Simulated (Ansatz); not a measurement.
# Ni wire along [100], 16 atoms a period: bands by functional and under strain, part 5 of 5

What gap, if any, does the Ni wire along [100], 16 atoms a period have, and how does it change with the functional and under strain?

Ansatz 0.2.0; DFT PBE, plane waves, PAW; relaxation of a wire's period (the session's first sound run).

So far, absolute moment (μB): step 2 (relaxing the period, PBE) 12.8; step 4 (levels at the same atoms, k-mesh 1×1×25, LDA PBE) 12.1; step 5 (levels at the same atoms, k-mesh 1×1×25 (run 2), PBEsol PBE) 12.7; step 8 (At a strained period, period over the relaxed period 0.94, k-mesh 1×1×27, PBE) 12.4; step 9 (strain along the wire, period over the relaxed period 1.03, k-mesh 1×1×25, PBE) 12.9.

## (10) A varied input

This step: DFT LDA, plane waves, PAW; bands of a perfect wire at the PBE geometry; changed: scf.algorithm = "density_mixing", hamiltonian.pseudopotentials = {"kind": "paw", "source": "ansatz"}, hamiltonian.hubbard = {"sites": [{"species": "Ni", "l": "d", "u_eff": 2.0}], "double_counting": "amf"} (Ansatz 0.2.0).

The atoms of the band run (LDA) are kept and the input is varied, to see whether the result depends on it.

input.yaml

```yaml
crystal:
  lattice:
    - [13.84, 0.0, 0.0]
    - [0.0, 12.08, 0.0]
    - [0.0, 0.0, 2.4238224731]
  atoms:
    - { symbol: Ni, position: [0.215564183, 0.406887617, 0.0], spin: 0.8 }
    - { symbol: Ni, position: [0.322396368, 0.249492111, 0.0], spin: 0.77 }
    - { symbol: Ni, position: [0.304514778, 0.578091262, 0.0], spin: 0.74 }
    - { symbol: Ni, position: [0.520782534, 0.416698025, 0.0], spin: 0.71 }
    - { symbol: Ni, position: [0.512957695, 0.755362467, 0.0], spin: 0.74 }
    - { symbol: Ni, position: [0.627249477, 0.25246354, 0.0], spin: 0.73 }
    - { symbol: Ni, position: [0.618910224, 0.589975467, 0.0], spin: 0.72 }
    - { symbol: Ni, position: [0.828446994, 0.433961875, 0.0], spin: 0.74 }
    - { symbol: Ni, position: [0.36606219, 0.414512797, 0.5], spin: 0.68 }
    - { symbol: Ni, position: [0.361206695, 0.74020036, 0.5], spin: 0.76 }
    - { symbol: Ni, position: [0.474391194, 0.246141869, 0.5], spin: 0.7 }
    - { symbol: Ni, position: [0.463092861, 0.583741494, 0.5], spin: 0.76 }
    - { symbol: Ni, position: [0.676111298, 0.423014456, 0.5], spin: 0.79 }
    - { symbol: Ni, position: [0.664770323, 0.755287663, 0.5], spin: 0.75 }
    - { symbol: Ni, position: [0.780071249, 0.267420604, 0.5], spin: 0.74 }
    - { symbol: Ni, position: [0.772142457, 0.595357666, 0.5], spin: 0.74 }
magnetization:
  spin_polarized: true
kpoints:
  mp_grid: { grid: [1, 1, 25] }
  band_path: { path: ["Γ", Z], npoints: 50 }
scf:
  occupations: { method: fermi_dirac, width: 0.05 }
  algorithm: density_mixing
hamiltonian:
  xc: lda
  pseudopotentials: { kind: paw, source: ansatz }
  hubbard: { sites: [{ species: Ni, l: d, u_eff: 2.0 }], double_counting: amf }
```

On the command line:

```console
> ansatz run input.yaml --threads 4 --pin off --max-ram 16384MiB --backend cpu --events-out ev --progress --plain --runs-dir out
```

Numbers of over 12 decimals in the logs are rounded to 6 here.

The log of the run:

```text
Ni: projections on atomic orbitals take those of the free atom [Ne] 3s2 3p6 3d8 4s2, of charge +0.00 (hamiltonian.pseudopotentials.projection_atoms); the dataset's partial waves leave at most 5.4e-8 of an orbital's norm unspanned inside its sphere
Engine: ansatz 0.2.0, aarch64-unknown-linux-gnu
Pseudopotentials: kind: paw
Pseudopotential: Ni, paw, valence charge 18, recommended cutoff 920 eV (normal), Ni.paw.azcp
Functional definition: SPW92
  exchange = slater_x
  correlation = pw_c
Crystal: 16 atoms, lattice volume = 405.232 Å³
Basis set: ecut = 920 eV, 25485 PW (Γ)
Bands: 180, of which v1, the nominal top of the filled ones, is band 144 counted from 1 (143 counted from 0)
Symmetry: 2 space group operations
Space group: Pm (ITA 6), of the structure as read, at distance tolerance 7.4e-5 Å
Magnetic group: BNS 6.18 (UNI 25), of the structure as read, at distance tolerance 7.4e-5 Å
k-points: 13 of 25
Non-local potential: Ni, projectors of the file, l = 0: 3, l = 1: 3, l = 2: 3, l = 3: 2, l = 4: 1
PAW form: soft (Blöchl's): semilocal exchange-correlation on the pseudo side does not see the compensation charge
PAW frozen core: Ni, regenerated for the run's functional, and the local potential with it (the file was generated under x = pbe(κ = 0.804, μ = 0.219515), c = pbe(β = 0.066725))
PAW one-centre angular grid: Ni, 590 points (default); XC on 64 Gauss nodes
Initial density: superposition of atomic densities (neutral atoms: chi_scale 0, normalization atom)
Starting moments: Σ|m| = 11.87 μB on 16 of 16 sites
Initial wavefunctions: pseudopotential atomic-orbital guess
Functional: x = slater, c = lda
SCF iter   1: F=—  HF=-92369.419006 eV  |F-HF|=—  |Δ(HF+E_count)|=         —  Δρ=5.19e-2 (↑2.42e-2 ↓5.19e-2)  dr2=8.49e1  dr2_m=1.75e0  M=9.129 μB ∫|m|=9.523 μB  β_m=0.30  ethr=3.10e-3  ⟨swp⟩=7.2  Hψ=19611  notcnv=0  defer=323
preconditioner: auto → none  [metal: Δε(μ)=0.001 eV  Ē_g=7.910 eV  σ=0.050 eV  W_gap=0.01  n_scr=86 (ndim 8)  ℏωp=23.3 eV  f_vac=0.473  D(μ)=39.11/eV (n_scr^D=524)  sad-step TF]
SCF iter   2: F=—  HF=-92368.060344 eV  |F-HF|=—  |Δ(HF+E_count)|=    1.36e0  Δρ=7.84e-2 (↑2.98e-2 ↓7.84e-2)  dr2=6.03e1  dr2_m=2.70e0  M=9.580 μB ∫|m|=10.049 μB  β_m=0.30  ethr=3.10e-3  ⟨swp⟩=2.0  Hψ=7644  notcnv=0  defer=559
SCF iter   3: F=—  HF=-92384.761416 eV  |F-HF|=—  |Δ(HF+E_count)|=    1.67e1  Δρ=1.79e-1 (↑1.57e-1 ↓1.79e-1)  dr2=1.41e3  dr2_m=6.21e0  M=5.044 μB ∫|m|=5.702 μB  β_m=0.30  ethr=3.10e-3  ⟨swp⟩=4.1  Hψ=14535  notcnv=0  defer=534
SCF iter   4: F=—  HF=-92488.428215 eV  |F-HF|=—  |Δ(HF+E_count)|=    1.04e2  Δρ=2.74e-1 (↑2.57e-1 ↓2.74e-1)  dr2=4.68e3  dr2_m=5.42e0  M=3.353 μB ∫|m|=3.603 μB  β_m=0.30  ethr=3.10e-3  ⟨swp⟩=4.2  Hψ=12593  notcnv=0  defer=488
[...]
SCF iter  10: F=—  HF=-92369.785233 eV  |F-HF|=—  |Δ(HF+E_count)|=    1.59e0  Δρ=1.09e-1 (↑8.69e-2 ↓1.09e-1)  dr2=4.34e2  dr2_m=6.97e-1  M=2.580 μB ∫|m|=2.867 μB  β_m=0.30  ethr=3.10e-3  ⟨swp⟩=2.2  Hψ=7579  notcnv=0  defer=533
[...]
spin-set hold released at iteration 19 (site moments' squared step at or under half its running peak, from the soft ceiling on): the magnetisation degrees of freedom join the quasi-Newton model from the next iteration; the mixer history was flushed
[...]
SCF iter  91: F=—  HF=-92360.406788 eV  |F-HF|=—  |Δ(HF+E_count)|=   8.49e-4  Δρ=1.18e-3 (↑2.86e-4 ↓1.18e-3)  dr2=2.07e-2  dr2_m=1.15e-3  M=11.098 μB ∫|m|=12.157 μB  β_m=0.02  ethr=3.03e-7  ⟨swp⟩=2.1  Hψ=6216  notcnv=0  defer=501  recentre
SCF iter  92: F=—  HF=-92360.406145 eV  |F-HF|=—  |Δ(HF+E_count)|=   6.43e-4  Δρ=4.27e-4 (↑2.29e-4 ↓4.27e-4)  dr2=2.54e-4  dr2_m=2.68e-4  M=11.095 μB ∫|m|=12.156 μB  β_m=0.07  ethr=3.03e-7  ⟨swp⟩=1.8  Hψ=4947  notcnv=0  defer=501
SCF iter  93: F=—  HF=-92360.406259 eV  |F-HF|=—  |Δ(HF+E_count)|=   1.15e-4  Δρ=4.53e-4 (↑2.15e-4 ↓4.53e-4)  dr2=5.22e-4  dr2_m=2.95e-4  M=11.096 μB ∫|m|=12.157 μB  β_m=0.31  ethr=8.84e-8  ⟨swp⟩=1.5  Hψ=4745  notcnv=0  defer=501
SCF iter  94: F=—  HF=-92360.407140 eV  |F-HF|=—  |Δ(HF+E_count)|=   8.81e-4  Δρ=1.34e-3 (↑2.49e-4 ↓1.34e-3)  dr2=2.31e-2  dr2_m=1.42e-3  M=11.102 μB ∫|m|=12.163 μB  β_m=0.19  ethr=8.84e-8  ⟨swp⟩=2.5  Hψ=7335  notcnv=0  defer=501  recentre
SCF iter  95: F=—  HF=-92360.407312 eV  |F-HF|=—  |Δ(HF+E_count)|=   1.72e-4  Δρ=1.53e-3 (↑3.40e-4 ↓1.53e-3)  dr2=3.07e-2  dr2_m=1.58e-3  M=11.101 μB ∫|m|=12.162 μB  β_m=0.03  ethr=8.84e-8  ⟨swp⟩=2.8  Hψ=6918  notcnv=0  defer=501
SCF iter  96: F=—  HF=-92360.407260 eV  |F-HF|=—  |Δ(HF+E_count)|=   5.13e-5  Δρ=4.68e-4 (↑2.02e-4 ↓4.68e-4)  dr2=1.63e-3  dr2_m=2.21e-4  M=11.106 μB ∫|m|=12.168 μB  β_m=0.04  ethr=8.84e-8  ⟨swp⟩=2.8  Hψ=8427  notcnv=0  defer=501
SCF iter  97: F=—  HF=-92360.407758 eV  |F-HF|=—  |Δ(HF+E_count)|=   4.97e-4  Δρ=4.40e-4 (↑1.68e-4 ↓4.40e-4)  dr2=8.91e-4  dr2_m=2.49e-4  M=11.110 μB ∫|m|=12.168 μB  β_m=0.08  ethr=8.84e-8  ⟨swp⟩=2.7  Hψ=8054  notcnv=0  defer=501
SCF iter  98: F=—  HF=-92360.408656 eV  |F-HF|=—  |Δ(HF+E_count)|=   8.98e-4  Δρ=5.97e-4 (↑1.87e-4 ↓5.97e-4)  dr2=2.78e-3  dr2_m=3.15e-4  M=11.113 μB ∫|m|=12.171 μB  β_m=0.07  ethr=8.84e-8  ⟨swp⟩=21.6  Hψ=40626  notcnv=0  recentre
SCF iter  99: F=—  HF=-92360.408726 eV  |F-HF|=—  |Δ(HF+E_count)|=   7.01e-5  Δρ=4.95e-4 (↑1.83e-4 ↓4.95e-4)  dr2=1.88e-3  dr2_m=2.59e-4  M=11.115 μB ∫|m|=12.172 μB  β_m=0.08  ethr=8.84e-8  ⟨swp⟩=3.7  Hψ=16340  notcnv=0
SCF iter 100: F=—  HF=-92360.408919 eV  |F-HF|=—  |Δ(HF+E_count)|=   1.93e-4  Δρ=5.47e-4 (↑1.75e-4 ↓5.47e-4)  dr2=2.63e-3  dr2_m=3.34e-4  M=11.119 μB ∫|m|=12.174 μB  β_m=0.09  ethr=8.84e-8  ⟨swp⟩=4.4  Hψ=17876  notcnv=0
Occupation matrices written to <dir>
Error: did not converge after 100 iterations: dr2 = 2.63e-3 (threshold 1.00e-7), under the density mixer `msr1`, which `scf.mixing.algorithm: auto` chose by the deck's other keys (type `scf.mixing.algorithm: msr1` to keep it); raise `scf.max_iter`, which need not help a stalled SCF, or adjust the mixing (`scf.mixing`) or, under a smearing, its width (`scf.occupations.width`, in either direction: another width is another result); this SCF holds its density and magnetisation to the symmetry operations that it keeps, and cannot end on a state that breaks one of them: if the state sought breaks one, re-run with `crystal.symmetry.detect: [rest of the remark cut]
```

The job ended after 44 min (4 threads of Arm Neoverse V1, shared host; peak memory 7.7 GiB).

Residual by cycle:

cycle, log10 residual and a bar from the least value:
```
        1        1.9 #######################
       10        2.6 ###########################
       19        3.3 ##############################
       28        2.0 #######################
       37        0.6 ################
       46       -0.4 ###########
       55        0.4 ###############
       64       -0.5 ###########
       73       -0.4 ###########
       82       -2.1 ###
       91       -1.7 #####
      100       -2.6
```

The run stopped without converging, so none of its numbers is a property of the system.

After 100 cycles the residual stands at 0.0026, against 50 at cycle 51 and a least value of 2.5e-4.

The program's message: “Error: did not converge after 100 iterations: dr2 = 2.63e-3 (threshold 1.00e-7), under the density mixer `msr1`, which `scf.mixing.algorithm: auto` chose by the deck's other keys (type `scf.mixing.alg …”

## (11) A repeat with changed settings

This step: DFT LDA, plane waves, PAW; bands of a perfect wire at the PBE geometry; changed: basis.xc_grid = 2, hamiltonian.pseudopotentials = {"kind": "paw", "source": "ansatz"} (Ansatz 0.2.0).

The atoms of the band run (LDA) are kept and the input is varied, to see whether the result depends on it.

input.yaml, as its differences from that of step 10:

```diff
@@ -29,3 +29,2 @@
   occupations: { method: fermi_dirac, width: 0.05 }
-  algorithm: density_mixing
 hamiltonian:
@@ -33,2 +32,3 @@
   pseudopotentials: { kind: paw, source: ansatz }
-  hubbard: { sites: [{ species: Ni, l: d, u_eff: 2.0 }], double_counting: amf }
+basis:
+  xc_grid: 2
```

The log of the run:

```text
[...]
Crystal: 16 atoms, lattice volume = 405.232 Å³
Basis set: ecut = 920 eV, 25485 PW (Γ), exchange–correlation on 288×240×48 points (8 copies of the dense FFT grid, shifted against one another)
Bands: 180, of which v1, the nominal top of the filled ones, is band 144 counted from 1 (143 counted from 0)
Symmetry: 2 space group operations
[...]
k-points: 13 of 25
[...]
k-point 0 ↑: bands = [... 140 lower, 4.3284, 4.3566, 4.3770, 4.3917, 4.4221, 4.4616, 4.4773, 4.5124, ... 32 higher]
  k-point 1 ↑: bands = [... 140 lower, 4.3290, 4.3504, 4.3749, 4.3879, 4.4031, 4.4424, 4.4592, 4.4895, ... 32 higher]
  k-point 2 ↑: bands = [... 140 lower, 4.2960, 4.3133, 4.3489, 4.3700, 4.4008, 4.4225, 4.4243, 4.4512, ... 32 higher]
  k-point 12 ↓: bands = [... 140 lower, 5.3482, 5.3579, 5.4916, 5.5430, 6.5341, 6.5641, 6.7977, 6.8327, ... 32 higher]
[key lines of the parts left out:]
SCF converged after 13 iterations
Magnetization: 10.9837 μB (149.4918 up, 138.5082 down)
Free energy (F): -92360.140464 eV
Fermi energy:    5.042899 eV
```

Wall time 18 min (4 threads); peak memory 13 GiB; 73 min of CPU time.

Numbers from this step:

| Quantity | Value |
| --- | --- |
| energy at zero smearing | -92359.9950 eV |
| total moment | 10.98 μB |
| absolute moment | 12.12 μB |

It took 18 min against 6.3 min for the run it varies.

The total moment and absolute moment stay within 0.2 % plus 0.001 of the run it varies.

## (12) Results

```yaml
cell_length_pbe: 2.424 Å
absolute_moment_pbe: 12.8 μB
absolute_moment_lda: 12.1 μB
absolute_moment_pbesol: 12.7 μB
gap_period_scaled_by_0p94: none
gap_period_scaled_by_1p03: none
ballistic_conductance_by_band_crossings_a_lower_bound_pbe: 13.5 G₀
```

Under PBE the cell's length is 2.42 Å, the absolute moment is 12.83 μB a cell, and the bands cross the Fermi level 27 times between Γ and Z, which gives a perfect wire at least 13.5 G₀ (opposite crossings within one step of the path cancel in such a count). In the perfect wire the moments were started parallel, and no opposed start was run. No search over magnetic orders was made; another may lie lower.

[Logs are printed without paths, hosts, clocks, repeated set-up lines and the standing remarks that a program may print on its own settings, such as how far it seeks lower states.]

[Hosts, paths, dates, database ids (printed as entryN), source tags and the programs' standing remarks are cut or masked in the printed files.]
